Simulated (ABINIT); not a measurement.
An input for ABINIT 10.8.3 (Selenium (P3_121, 3 atoms a cell)):

```
acell 3*1.0 Angstrom
rprim 
  4.366199999998 0.000000000000 0.000000000000
  -2.183099999999 3.781240118002 0.000000000000
  0.000000000000 0.000000000000 4.953600000000
ntypat 1
znucl 34
natom 3
typat 1 1 1
xred 
  0.225400000000 0.000000000000 0.333333333333
  0.000000000000 0.225400000000 0.666666666667
  0.774600000000 0.774600000000 -0.000000000000
pp_dirpath "pseudos"
pseudos "Se.upf"
ecut 48
ngkpt 3 3 4
nshiftk 1
shiftk 0 0 0
kptopt 1
chksymbreak 0
nband 41
occopt 1
tolvrs 1e-08
nstep 60
prtwf 0
optforces 0
optstress 0
indata_prefix "in"
outdata_prefix "out"
tmpdata_prefix "tmp"
```

```sh
OMP_NUM_THREADS=1 mpirun -n 8 abinit run.abi > log
```

**Question.** Estimate wall time and host memory on 8 MPI ranks of Arm Neoverse V1, shared host.

It took 30 s; on shared hardware allow 15 s to 60 s. Peak host memory was 0.97 GiB.

[Paths, hosts, dates, memory and timing lines, banners, echoed tables and standing remarks are left out of the program output.]

[Logs are printed without paths, hosts, clocks, repeated set-up lines and the standing remarks that a program may print on its own settings, such as how far it seeks lower states.]

[Runs of the session that timed out or met a known fault of the program may be left out.]

[Hosts, paths, dates, database ids (printed as entryN), source tags and the programs' standing remarks are cut or masked in the printed files.]

[G0W0 gaps are taken among the corrected bands and points alone; a level outside them can change the order at an edge.]

[Where Ansatz stands beside ABINIT at settings called matched, ABINIT's density can come from a denser mesh and the files from another edition; pairs whose starting gaps differed by over 0.03 eV were left out, so agreement reads better than it is.]
